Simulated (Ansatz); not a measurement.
## SrBe3 (built on the sites of a database entry of Ca3Pb): the cell at rest

Task: relax SrBe3 (built on the sites of a database entry of Ca3Pb) tightly.

Main program and level: Ansatz 0.2.0; DFT PBEsol, scalar-relativistic, plane waves, norm-conserving pseudopotentials.

The structure was built from a prototype and need not be the compound's stable phase.

### 1. The starting structure

Symmetry: Pm-3m, No. 221, cubic system. Conventional cell: a = 4.236 Å, b = 4.236 Å, c = 4.236 Å, α = 90.00°, β = 90.00°, γ = 90.00°. Nearest to Be lie 4 Sr at 3.00 Å and 8 Be at 3.00 Å. Nearest to Sr lie 12 Be at 3.00 Å. Farther neighbours are not listed.

### 2. A coarse first look

First a cheap look: the gap decides the mesh and the occupations, the pressure tells how far the cell has to move.

input.yaml

```yaml
crystal:
  lattice:
    - [4.23572, 0.0, 0.0]
    - [0.0, 4.23572, 0.0]
    - [0.0, 0.0, 4.23572]
  atoms:
    - { symbol: Be, position: [0.0, 0.5, 0.5] }
    - { symbol: Be, position: [0.5, 0.5, 0.0] }
    - { symbol: Be, position: [0.5, 0.0, 0.5] }
    - { symbol: Sr, position: [0.0, 0.0, 0.0] }
kpoints:
  mp_grid: { grid: [4, 4, 4] }
hamiltonian:
  xc: pbesol
  pseudopotentials: { kind: nc }
scf:
  occupations: { method: gaussian, width: 0.1 }
output:
  forces: true
  stress: true
  eigenvalues: true
```

Run with:

```sh
$ ansatz run input.yaml --threads 4 --pin off --max-ram 7168MiB --backend cpu --events-out ev --progress --plain --runs-dir out
```

Numbers of over 12 decimals in the logs are rounded to 6 here.

Log:

```text
Engine: ansatz 0.2.0, aarch64-unknown-linux-gnu
Pseudopotentials: kind: nc
Pseudopotential: Be, nc, valence charge 4, recommended cutoff 1197.300995 eV (normal), Be.nc.azcp (PseudoDojo's, or run here from an input of PseudoDojo's: the run reads no file of this project's for it)
[...]
P = ⅓ Tr σ = -1.5547 GPa (-15.547 kbar)
--- Band table (eV; the first three rows and the last of 10) ---
  k-point 0: bands = [... 7 lower, -0.7033, 5.2823, 5.2823, 5.8675, 5.8675, 5.8675, 10.2158, 10.2158]
  k-point 1: bands = [... 7 lower, -0.1444, 3.3999, 5.5330, 5.7791, 5.7791, 7.5193, 8.7482, 8.7482]
  k-point 2: bands = [... 7 lower, 1.2914, 1.3782, 5.6328, 5.6328, 5.8987, 8.0806, 8.4738, 8.4738]
  k-point 9: bands = [... 7 lower, 3.5415, 3.5415, 3.5415, 3.6038, 5.3241, 5.3241, 5.3241, 11.0659]
[key lines of the parts left out:]
SCF converged after 7 iterations
Free energy (F): -2059.589019 eV
Fermi energy:    5.715519 eV
```

Run time: 0.58 s. Hardware: 4 threads of Arm Neoverse V2, shared host; peak memory 0.44 GiB.

Numbers from this step:

```yaml
pressure: -1.555 GPa
volume_per_atom: 19.00 Å³
gap_on_the_k_mesh: 0 eV
```

The coarse mesh shows no gap and a pressure of -1.6 GPa.

### 3. Relaxation

The cell and atoms are relaxed, since residual forces and stress would shift the frequencies.

Changes to input.yaml since step 2:

```diff
@@ -11,3 +11,3 @@
 kpoints:
-  mp_grid: { grid: [4, 4, 4] }
+  mp_grid: { grid: [10, 10, 10] }
 hamiltonian:
@@ -21 +21,6 @@
   eigenvalues: true
+relax:
+  adjacent_minimum: "off"
+  f_tol: 0.005
+  max_steps: 80
+  cell: { stress_tol: 0.05 }
```

Log:

```text
[...]
Crystal: 4 atoms, lattice volume = 75.994 Å³
Basis set: ecut = 1197.300995 eV, 7123 PW (Γ), exchange–correlation on 96×96×96 points (8 copies of the dense FFT grid, shifted against one another)
Bands: 15, of which v1, the nominal top of the filled ones, is band 11 counted from 1 (10 counted from 0)
Symmetry: 48 space group operations
[...]
k-points: 56 of 1000
[...]
SCF iter   1: F=—  HF=-2059.911311 eV  |F-HF|=—  |Δ(HF+E_count)|=         —  Δρ=2.82e-2  dr2=7.43e-1  ethr=3.10e-3  ⟨swp⟩=6.4  Hψ=5489  notcnv=0
[...]
SCF iter   6: F=-2059.630118 eV  HF=-2059.630118 eV  |F-HF|=1.51e-8  |Δ(HF+E_count)|=   6.11e-8  Δρ=1.40e-5  dr2=9.32e-8  ethr=4.55e-10  ⟨swp⟩=7.6  Hψ=5570  notcnv=0
SCF 1 converged in 6 iterations: F = -2059.630118 eV  dr2 = 9.32e-8
relax step   1: F+E_penalty+E_count = -2059.63011760 eV  Δ(F+E_penalty+E_count) = +0.000e0 eV  max|allowed force component| = 7.354e-29 eV/Å  Δτ_max = 0.0000 Å  P = -1.445 GPa  Ω = 75.994 Å³  (6 SCF iters, dr2 threshold 1.00e-7 eV, accepted)
Crystal: 4 atoms, lattice volume = 71.478 Å³
Basis set: ecut = 1197.300995 eV, 6763 PW (Γ), exchange–correlation on 96×96×96 points (8 copies of the dense FFT grid, shifted against one another)
[...]
iter 1 solved again at ethr=5.30e-6 eV; its pass at ethr=3.10e-3 eV (dr2=1.17e-3 eV) is discarded
[...]
SCF iter   5: F=-2059.633959 eV  HF=-2059.633959 eV  |F-HF|=6.63e-10  |Δ(HF+E_count)|=   2.45e-8  Δρ=4.09e-6  dr2=1.15e-8  ethr=1.54e-9  ⟨swp⟩=3.0  Hψ=3191  notcnv=0
SCF 2 converged in 5 iterations: F = -2059.633959 eV  dr2 = 1.15e-8
relax step   2: F+E_penalty+E_count = -2059.63395912 eV  Δ(F+E_penalty+E_count) = -3.842e-3 eV  max|allowed force component| = 1.177e-28 eV/Å  Δτ_max = 0.0000 Å  P = +1.324 GPa  Ω = 71.478 Å³  energy of the carried Pulay correction = +4.911e-4 eV  (5 SCF iters, dr2 threshold 4.00e-7 eV, accepted)
Crystal: 4 atoms, lattice volume = 73.569 Å³
Basis set: ecut = 1197.300995 eV, 6931 PW (Γ), exchange–correlation on 96×96×96 points (8 copies of the dense FFT grid, shifted against one another)
[...]
SCF iter   4: F=-2059.641904 eV  HF=-2059.641904 eV  |F-HF|=2.43e-9  |Δ(HF+E_count)|=   6.33e-7  Δρ=1.07e-5  dr2=4.64e-8  ethr=1.82e-9  ⟨swp⟩=7.3  Hψ=4539  notcnv=0
SCF 3 converged in 4 iterations: F = -2059.641904 eV  dr2 = 4.64e-8
relax step   3: F+E_penalty+E_count = -2059.64190413 eV  Δ(F+E_penalty+E_count) = -7.945e-3 eV  max|allowed force component| = 1.303e-28 eV/Å  Δτ_max = 0.0000 Å  P = -0.045 GPa  Ω = 73.569 Å³  energy of the carried Pulay correction = +2.601e-4 eV  (4 SCF iters, dr2 threshold 4.00e-7 eV, accepted)
[...]
relax step   4: F+E_penalty+E_count = -2059.64172385 eV  Δ(F+E_penalty+E_count) = +1.803e-4 eV  max|allowed force component| = 6.209e-29 eV/Å  Δτ_max = 0.0000 Å  P = -0.055 GPa  Ω = 73.569 Å³  stress off target by 5.49e-2 GPa  SCF on the basis re-selected at this cell (its energy is not comparable with the rows above)  (5 SCF iters)
[...]
relax step   5: F+E_penalty+E_count = -2059.64174835 eV  Δ(F+E_penalty+E_count) = -2.449e-5 eV  max|allowed force component| = 1.362e-29 eV/Å  Δτ_max = 0.0000 Å  P = -0.001 GPa  Ω = 73.482 Å³  energy of the carried Pulay correction = +9.343e-6 eV  (3 SCF iters, dr2 threshold 7.52e-9 eV, accepted)
[...]
SCF iter   4: F=-2059.641741 eV  HF=-2059.641741 eV  |F-HF|=1.36e-12  |Δ(HF+E_count)|=  1.85e-10  Δρ=1.67e-7  dr2=5.49e-12  ethr=1.00e-12  ⟨swp⟩=6.0  Hψ=4880  notcnv=0
SCF 6 converged in 4 iterations: F = -2059.641741 eV  dr2 = 5.49e-12
relax step   6: F+E_penalty+E_count = -2059.64174128 eV  Δ(F+E_penalty+E_count) = +7.069e-6 eV  max|allowed force component| = 2.047e-29 eV/Å  Δτ_max = 0.0000 Å  P = -0.002 GPa  Ω = 73.482 Å³  stress off target by 1.71e-3 GPa  SCF on the basis re-selected at this cell (its energy is not comparable with the rows above)  (4 SCF iters)
[...]
SCF converged after 4 iterations
Free energy (F): -2059.641741 eV
[...]
Internal energy: -2059.625375 eV  (E = F + TS)
E sigma→0 (E₀):  -2059.633558 eV
Entropy (-TS):   -0.016367 eV (-4.092 meV/atom)
Fermi energy:    5.808477 eV
[...]
--- Stress (GPa, compression-positive) ---
       -0.001715      -0.000000       0.000000
       -0.000000      -0.001715       0.000000
        0.000000       0.000000      -0.001715
  P = ⅓ Tr σ = -0.0017 GPa (-0.017 kbar)
--- Band table (eV; the first three rows and the last of 56) ---
  k-point 0: bands = [... 7 lower, -0.5090, 5.5334, 5.5334, 6.1787, 6.1787, 6.1787, 10.5941, 10.5941]
  k-point 1: bands = [... 7 lower, -0.4132, 4.9758, 5.5739, 6.1611, 6.1611, 6.6661, 9.8433, 9.8433]
  k-point 2: bands = [... 7 lower, -0.1341, 4.1195, 5.6893, 6.1032, 6.1032, 7.4027, 9.2648, 9.2648]
  k-point 55: bands = [... 7 lower, 3.8047, 3.8047, 3.8047, 3.8572, 5.6320, 5.6320, 5.6320, 11.5437]
--- Relaxed structure (4 steps of the walk, 4 accepted, 2 SCFs on fresh bases) ---
  F+E_penalty+E_count = -2059.64174128 eV   max|allowed force component| = 2.047e-29 eV/Å   (the final SCF, on the basis selected at the relaxed cell)
  cell:  # Å, volume = 73.4825 Å³
    - [4.188527, 0, 0]
    - [0, 4.188527, 0]
    - [0, 0, 4.188527]
  atoms:
    - { symbol: Be, position: [0, 0.5, 0.5] }
    - { symbol: Be, position: [0.5, 0.5, 0] }
    - { symbol: Be, position: [0.5, 0, 0.5] }
    - { symbol: Sr, position: [0, 0, 0] }
```

Wall time 17 s (4 threads); peak memory 0.64 GiB; 67 s of CPU time.

Step by step:

```csv
step,energy less that of the first step (eV),largest force component (eV/Å),pressure (GPa),volume (Å³)
1,0.0000,0.0000,-1.45,75.99
2,-0.0038,0.0000,1.32,71.48
3,-0.0118,0.0000,-0.04,73.57
4*,-0.0116,0.0000,-0.05,73.57
5,-0.0116,0.0000,0.00,73.48
6*,-0.0116,0.0000,0.00,73.48
```

Relaxation steps marked * repeat the geometry before them on a plane-wave basis chosen anew for their cell, so energy and pressure can jump there.

Forces are held to the 48 operations that the run works with; a distortion that breaks them can't arise in this run.

```
conventional cell, symmetrised  before  after  change
                         a (Å)   4.236  4.189  -1.1 %
                         b (Å)   4.236  4.189  -1.1 %
                         c (Å)   4.236  4.189  -1.1 %
              volume (Å³/atom)   19.00  18.37  -3.3 %
```

This step gave:

```yaml
pressure: -0.001715 GPa
volume_per_atom: 18.37 Å³
```

In this step the volume went from 19.00 to 18.37 Å³/atom.

### 4. Relaxing to small forces for the phonons

Phonons need a cell at rest on their own settings, so the relaxation is repeated with tight tolerances on forces and stress on the k mesh and occupations of the first response run.

input.yaml, the sections that differ from step 3:

```yaml
crystal:
  lattice:
    - [4.1885268876, 0.0, 0.0]
    - [0.0, 4.1885268876, 0.0]
    - [0.0, 0.0, 4.1885268876]
  atoms:
    - { symbol: Be, position: [0.0, 0.5, 0.5] }
    - { symbol: Be, position: [0.5, 0.5, 0.0] }
    - { symbol: Be, position: [0.5, 0.0, 0.5] }
    - { symbol: Sr, position: [0.0, 0.0, 0.0] }
scf:
  occupations: { method: methfessel_paxton, width: 0.15 }
relax:
  adjacent_minimum: "off"
  f_tol: 0.001
  max_steps: 60
  cell: { stress_tol: 0.01 }
# kpoints, hamiltonian, output: as in step 3
```

Log:

```text
[...]
Crystal: 4 atoms, lattice volume = 73.482 Å³
Basis set: ecut = 1197.300995 eV, 6931 PW (Γ), exchange–correlation on 96×96×96 points (8 copies of the dense FFT grid, shifted against one another)
Bands: 15, of which v1, the nominal top of the filled ones, is band 11 counted from 1 (10 counted from 0)
[... 1 set-up line as in the run before ...]
[...]
k-points: 56 of 1000
[...]
--- Relaxed structure (3 steps of the walk, 3 accepted, 1 SCFs on fresh bases) ---
[...]
cell:  # Å, volume = 73.5079 Å³
    - [4.189009, 0.0, 0]
    - [0.0, 4.189009, 0.0]
    - [0, 0.0, 4.189009]
  atoms:
    - { symbol: Be, position: [0, 0.500000, 0.500000] }
    - { symbol: Be, position: [0.500000, 0.500000, 0] }
    - { symbol: Be, position: [0.500000, 0, 0.500000] }
    - { symbol: Sr, position: [0, 0, 0] }
[key lines of the parts left out:]
SCF converged after 6 iterations
Free energy (F): -2059.633102 eV
Fermi energy:    5.807480 eV
P = ⅓ Tr σ = 0.0002 GPa (0.002 kbar)
```

It took 11 s on 4 threads; peak memory 0.62 GiB; 44 s of CPU time.

Little changed from the start: no atom moved by 0.005 Å and no cell edge by 0.1 %.

This step gave:

- pressure: 1.61e-4 GPa
- volume per atom: 18.38 Å³

The forces vanish by symmetry and the pressure is 0.000 GPa, within the tolerances set. The cell now holds 18.38 Å³/atom.

### 5. Results

```yaml
space_group_after_relaxation: Pm-3m
lattice_constant_a: 4.189 Å
lattice_constant_b: 4.189 Å
lattice_constant_c: 4.189 Å
volume_per_atom: 18.4 Å³
```

**Reading.** The forces vanish by symmetry and the pressure is 0.000 GPa, within the tolerances set. The cell now holds 18.38 Å³/atom. The relaxation keeps the symmetry of its start, so it says nothing on stability against lower symmetry. The starting cell was built on a prototype and not taken from a measurement, so the phase need not exist.

[Logs are printed without paths, hosts, clocks, repeated set-up lines and the standing remarks that a program may print on its own settings, such as how far it seeks lower states.]

[Hosts, paths, dates, database ids (printed as entryN), source tags and the programs' standing remarks are cut or masked in the printed files.]
